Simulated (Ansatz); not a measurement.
# Mn3PtC: relaxing a made-up structure, part 2 of 2

This structure for Mn3PtC is made up. Its elements were placed in a known structure type with a cell scaled to their sizes. What cell does the guess relax to, and how far off was it?

Ansatz 0.2.0; DFT, PBE, plane-wave PAW, files of the set soft_1, scalar-relativistic, ferromagnetic start, cell and ions relaxed at zero pressure; PAW set soft_1 (the session's first sound run).

So far: Starting point; Relaxing cell and atoms.

## (2) Relaxing cell and atoms (continued)

Relaxation path:

```tsv
step	energy less that of the first step (eV)	largest force component (eV/Å)	pressure (GPa)	volume (Å³)
1	0.0000	0.0000	-4.56	62.05
2	-0.0233	0.0000	-0.91	60.84
3	-0.0247	0.0000	0.01	60.54
4*	-0.0217	0.0000	-0.02	60.54
```

Relaxation steps marked * repeat the geometry before them on a plane-wave basis chosen anew for their cell, so energy and pressure can jump there.

The run keeps the 48 symmetry operations that it works with, so distortions that break them were not tested.

```tsv
conventional cell, symmetrised	before	after	change
a (Å)	3.959	3.927	-0.8 %
b (Å)	3.959	3.927	-0.8 %
c (Å)	3.959	3.927	-0.8 %
volume (Å³/atom)	12.41	12.11	-2.4 %
```

Final coordinates:

```cif
data_structure
_symmetry_space_group_name_H-M 'P 1'
_symmetry_Int_Tables_number 1
_cell_length_a 3.9266
_cell_length_b 3.9266
_cell_length_c 3.9266
_cell_angle_alpha 90.000
_cell_angle_beta 90.000
_cell_angle_gamma 90.000
_cell_volume 60.54
loop_
_atom_site_label
_atom_site_type_symbol
_atom_site_fract_x
_atom_site_fract_y
_atom_site_fract_z
_atom_site_occupancy
Pt1 Pt 0.00000 0.00000 0.00000 1
Mn2 Mn 0.50000 0.50000 0.00000 1
Mn3 Mn 0.50000 0.00000 0.50000 1
Mn4 Mn 0.00000 0.50000 0.50000 1
C5 C 0.50000 0.50000 0.50000 1
```

Numbers from this step:

```
free energy             : -24472.5370 eV
energy at zero smearing : -24472.5255 eV
smearing term TS        : 0.02300 eV
Fermi energy            : 17.54 eV
magnetization           : 8.606 μB
absolute magnetization  : 9.357 μB
site moments            : 0.3968, 2.492, 2.492, 2.492, -0.2196 μB
electrons               : 67
symmetry operations     : 48
pressure                : -0.02213 GPa
```

Site moment by atom:

```tsv
atom	site moment (μB)
Pt1	0.40
Mn2	2.49
Mn3	2.49
Mn4	2.49
C5	-0.22
```

The shortest distance of each pair, which need not be the same contact before and after:

```tsv
pair	guess (Å)	relaxed (Å)
C–Mn	1.980	1.963
Mn–Pt	2.799	2.777
Mn–Mn	2.799	2.777
C–Pt	3.429	3.401
Pt–Pt	3.959	3.927
```

The relaxation ends with a pressure of -0.02 GPa.

## (3) Bands of the relaxed cell

A second self-consistent run takes a narrower smearing and the mesh shown in its input; the bands follow along the standard path of the relaxed lattice.

This step: DFT, PBE, plane-wave PAW, files of the set soft_1, scalar-relativistic, ferromagnetic start, bands and density of states at the relaxed cell; PAW set soft_1 (Ansatz 0.2.0).

Input file input.yaml:

```yaml
crystal:
  lattice:
    - [3.926628652, 0.0, 0.0]
    - [0.0, 3.926628652, 0.0]
    - [0.0, 0.0, 3.926628652]
  atoms:
    - { symbol: Pt, position: [0.0, 0.0, 0.0], spin: 0.4 }
    - { symbol: Mn, position: [0.5, 0.5, 0.0], spin: 2.5 }
    - { symbol: Mn, position: [0.5, 0.0, 0.5], spin: 2.5 }
    - { symbol: Mn, position: [0.0, 0.5, 0.5], spin: 2.5 }
    - { symbol: C, position: [0.5, 0.5, 0.5] }
magnetization:
  spin_polarized: true
kpoints:
  mp_grid: { grid: [8, 8, 8] }
  band_path:
    path:
      - [[0.0, 0.0, 0.0], [0.0, 0.5, 0.0], [0.5, 0.5, 0.0], [0.0, 0.0, 0.0], [0.5, 0.5, 0.5], [0.0, 0.5, 0.0]]
      - [[0.5, 0.5, 0.0], [0.5, 0.5, 0.5]]
    npoints: 13
scf:
  occupations: { method: fermi_dirac, width: 0.03 }
  n_extra_bands: 13
hamiltonian:
  xc: pbe
  pseudopotentials: { kind: paw, azcp: { folder: soft_1 } }
output:
  forces: true
  stress: true
  write_bands: true
  dos: { projected: true }
  write_density: true
  write_potential: true
  elf: true
  volumetric_format: npy
```

On the command line:

```
> ansatz run input.yaml --threads 4 --pin off --max-ram 8192MiB --backend cpu --events-out ev --progress --plain --runs-dir out
```

Numbers of over 12 decimals in the logs are rounded to 6 here.

The program printed:

```text
[...]
Crystal: 5 atoms, lattice volume = 60.542 Å³
Basis set: ecut = 420 eV, 1213 PW (Γ), exchange–correlation on 54×54×54 points (8 copies of the dense FFT grid, shifted against one another)
Bands: 47, of which v1, the nominal top of the filled ones, is band 34 counted from 1 (33 counted from 0)
Symmetry: 48 space group operations
[...]
k-points: 35 of 512
[...]
Starting moments: Σ|m| = 7.9 μB on 4 of 5 sites
[...]
SCF iter   1: F=—  HF=-24473.314653 eV  |F-HF|=—  |Δ(HF+E_count)|=         —  Δρ=7.84e-2 (↑7.84e-2 ↓7.33e-2)  dr2=1.88e1  dr2_m=1.01e0  M=8.242 μB ∫|m|=8.474 μB  β_m=0.30  ethr=3.10e-3  ⟨swp⟩=5.2  Hψ=10441  notcnv=0
[...]
SCF iter  13: F=-24472.525529 eV  HF=-24472.525529 eV  |F-HF|=3.09e-9  |Δ(HF+E_count)|=   2.03e-9  Δρ=1.03e-6 (↑7.26e-7 ↓1.03e-6)  dr2=3.53e-9  dr2_m=8.98e-11  M=8.456 μB ∫|m|=9.214 μB  ethr=1.68e-11  ⟨swp⟩=11.0  Hψ=18105  notcnv=0
SCF 1 converged in 13 iterations: F = -24472.525529 eV  dr2 = 3.53e-9
[...]
NSCF: frozen V_eff on 80 k-points
SCF converged after 13 iterations
Magnetization: 8.4557 μB (37.7279 up, 29.2721 down)
Absolute magnetization: 9.2155 μB (∫|ρ↑−ρ↓|, with the PAW one-centre terms)
[...]
Per-site moments (μB) at R_I (Å): [(0.374345, 1.145325), (2.457935, 0.809867159475), (2.457935, 0.809867159475), (2.457935, 0.809867159475), (-0.221071, 0.809867159475)]
Free energy (F): -24472.525529 eV
[...]
Internal energy: -24472.512791 eV  (E = F + TS)
E sigma→0 (E₀):  -24472.519160 eV
Entropy (-TS):   -0.012738 eV (-2.548 meV/atom)
Fermi energy:    17.499710 eV
[...]
--- Stress (GPa, compression-positive) ---
       -0.750235       0.000000       0.000000
        0.000000      -0.750235       0.000000
        0.000000       0.000000      -0.750235
  P = ⅓ Tr σ = -0.7502 GPa (-7.502 kbar)
--- Band table (eV; the first three rows and the last of 70) ---
  k-point 0 ↑: bands = [... 30 lower, 16.0462, 16.8446, 17.0071, 17.0071, 17.1425, 17.1425, 17.1425, 17.6536, ... 9 higher]
  k-point 1 ↑: bands = [... 30 lower, 16.1299, 16.7728, 16.9515, 17.0685, 17.1427, 17.2386, 17.2386, 17.5021, ... 9 higher]
  k-point 2 ↑: bands = [... 30 lower, 16.1511, 16.5441, 16.7934, 16.8388, 16.8835, 16.8835, 17.1431, 17.6524, ... 9 higher]
  k-point 34 ↓: bands = [... 30 lower, 17.9178, 17.9178, 19.0209, 19.0209, 19.0209, 19.6169, 19.6169, 20.0130, ... 9 higher]
```

Wall time 13 s (4 threads of Intel Xeon Platinum 8259CL at 2.50GHz (Skylake/Cascade Lake), shared host); peak memory 0.56 GiB.

Reading the cycles: dr2 is the Hartree energy of the density residual (eV), the measure of convergence; HF is the Harris–Foulkes estimate of the energy, which meets the free energy F at convergence.

Numbers from this step:

```
free energy             : -24472.5255 eV
energy at zero smearing : -24472.5192 eV
smearing term TS        : 0.01274 eV
Fermi energy            : 17.50 eV
magnetization           : 8.456 μB
absolute magnetization  : 9.215 μB
site moments            : 0.3743, 2.458, 2.458, 2.458, -0.2211 μB
pressure                : -0.7502 GPa
```

bands.tsv at the labelled points (eV, zero at the Fermi level; the bands that come nearest the Fermi level along the path):

```
point  band_35_up  band_36_up  band_37_up  band_38_up  band_39_up  band_26_dn  band_28_dn  band_29_dn
    Γ       -0.36       -0.36        0.15        0.15        0.15       -0.53       -0.53        1.05
    X       -0.85       -0.36        0.15        0.78        0.78       -1.65       -0.97       -0.97
    M       -1.09        0.28        0.33        0.33        1.01       -1.56       -0.64        0.37
    Γ       -0.36       -0.36        0.15        0.15        0.15       -0.53       -0.53        1.05
    R       -0.46       -0.46       -0.46       -0.18       -0.18       -0.20       -0.20        0.42
    X       -0.85       -0.36        0.15        0.78        0.78       -1.65       -0.97       -0.97
    M       -1.09        0.28        0.33        0.33        1.01       -1.56       -0.64        0.37
    R       -0.46       -0.46       -0.46       -0.18       -0.18       -0.20       -0.20        0.42
```

Spin density in the ac plane at fractional y = 0.500, with atoms of Mn and C within 0.2 Å of it.

Ten even steps from '_' (-0.2 e/Å³) to '@' (5.4 e/Å³), each cell a mean:
```
__________::++**==..________
__________....::..__________
____________________________
____________________________
::..______________________..
**--..__________________..==
@@++..__________________::**
##==..__________________..++
--..____________________..::
____________________________
____________________________
____________......__________
__________..==++--..________
__________--##@@**::________
```
Columns run along a (3.9 Å), rows up along c (3.9 Å). Atoms in or near the plane, at fractional coordinates: Mn at (0.50, 0.00), Mn at (0.00, 0.50), C at (0.50, 0.50).

Electrostatic potential energy in the ac plane at fractional y = 0.500, with atoms of Mn and C within 0.2 Å of it. With pseudopotentials it is smooth inside the atoms' cores, unlike the true potential.

Ten even steps from '_' (-62 eV) to '@' (20 eV), each cell a mean:
```
@@@@@@@@##--____..==##@@@@@@
@@@@@@@@%%++--::--**%%@@@@@@
@@@@@@@@@@%%##**##%%@@@@@@@@
##%%@@@@@@@@%%%%%%@@@@@@%%##
--==##%%@@%%##**##%%@@%%**==
__..==%%%%**==--==##%%##--..
____--##%%++::..--**%%**::__
__..==##%%**--::==##%%##--__
::--**%%@@%%**++**%%@@%%++--
**##%%@@@@@@%%%%%%@@@@@@%%##
@@@@@@@@@@%%####%%%%@@@@@@@@
@@@@@@@@%%**==--==##@@@@@@@@
@@@@@@@@##--..__..==%%@@@@@@
@@@@@@@@**::______--##@@@@@@
```
Columns run along a (3.9 Å; values clipped at the 3rd and 97th percentile), rows up along c (3.9 Å). Atoms in or near the plane, at fractional coordinates: Mn at (0.50, 0.00), Mn at (0.00, 0.50), C at (0.50, 0.50).

Valence density in the ac plane at fractional y = 0.500, with atoms of Mn and C within 0.2 Å of it. It is the smooth field of the valence electrons, not physical close to the nuclei.

Ten even steps from '_' (0 e/Å³) to '@' (27 e/Å³), each cell a mean:
```
__________..++##==..________
____________..::..__________
____________________________
____________________________
..________________________..
++--____________________..==
@@++..__________________::##
##==..__________________..++
::..______________________..
____________________________
____________________________
____________....____________
__________..==++--__________
__________::##@@++..________
```
Columns run along a (3.9 Å), rows up along c (3.9 Å). Atoms in or near the plane, at fractional coordinates: Mn at (0.50, 0.00), Mn at (0.00, 0.50), C at (0.50, 0.50).

## (4) What came out

```yaml
space_group_relaxed: Pm-3m
conventional_cell: a = 3.927, b = 3.927, c = 3.927 Å; α = 90.0°, β = 90.0°, γ = 90.0°
volume_per_atom: 12.11 Å³ (guess 12.41)
total_moment: 8.61 μB in the cell of 5 atoms
```

What this shows: Mn3PtC relaxes to Pm-3m with a = 3.927, b = 3.927 and c = 3.927 Å. The guessed volume was 2 % too large. The space group Pm-3m was held in the relaxation, so the end point is a stationary structure within it and may be a saddle against distortions or other arrangements. The input starts from parallel moments, and no other start was typed. Bands cross the Fermi level, so it is a metal or semimetal at this level. On the 8×8×8 mesh with the narrower smearing (relaxed on 7×7×7) the forces vanish, as symmetry may demand, and the largest stress component is 0.750 GPa, against the relaxation's thresholds of 0.015 eV/Å and 0.05 GPa. The cutoff wasn't tested. Spin-orbit coupling is left out, which can matter for elements this heavy. No dispersion term is used, so weakly bound directions may come out too long. Nothing here tests whether the compound is stable against decomposition.

[Logs are printed without paths, hosts, clocks, repeated set-up lines and the standing remarks that a program may print on its own settings, such as how far it seeks lower states.]

[Hosts, paths, dates, database ids (printed as entryN), source tags and the programs' standing remarks are cut or masked in the printed files.]
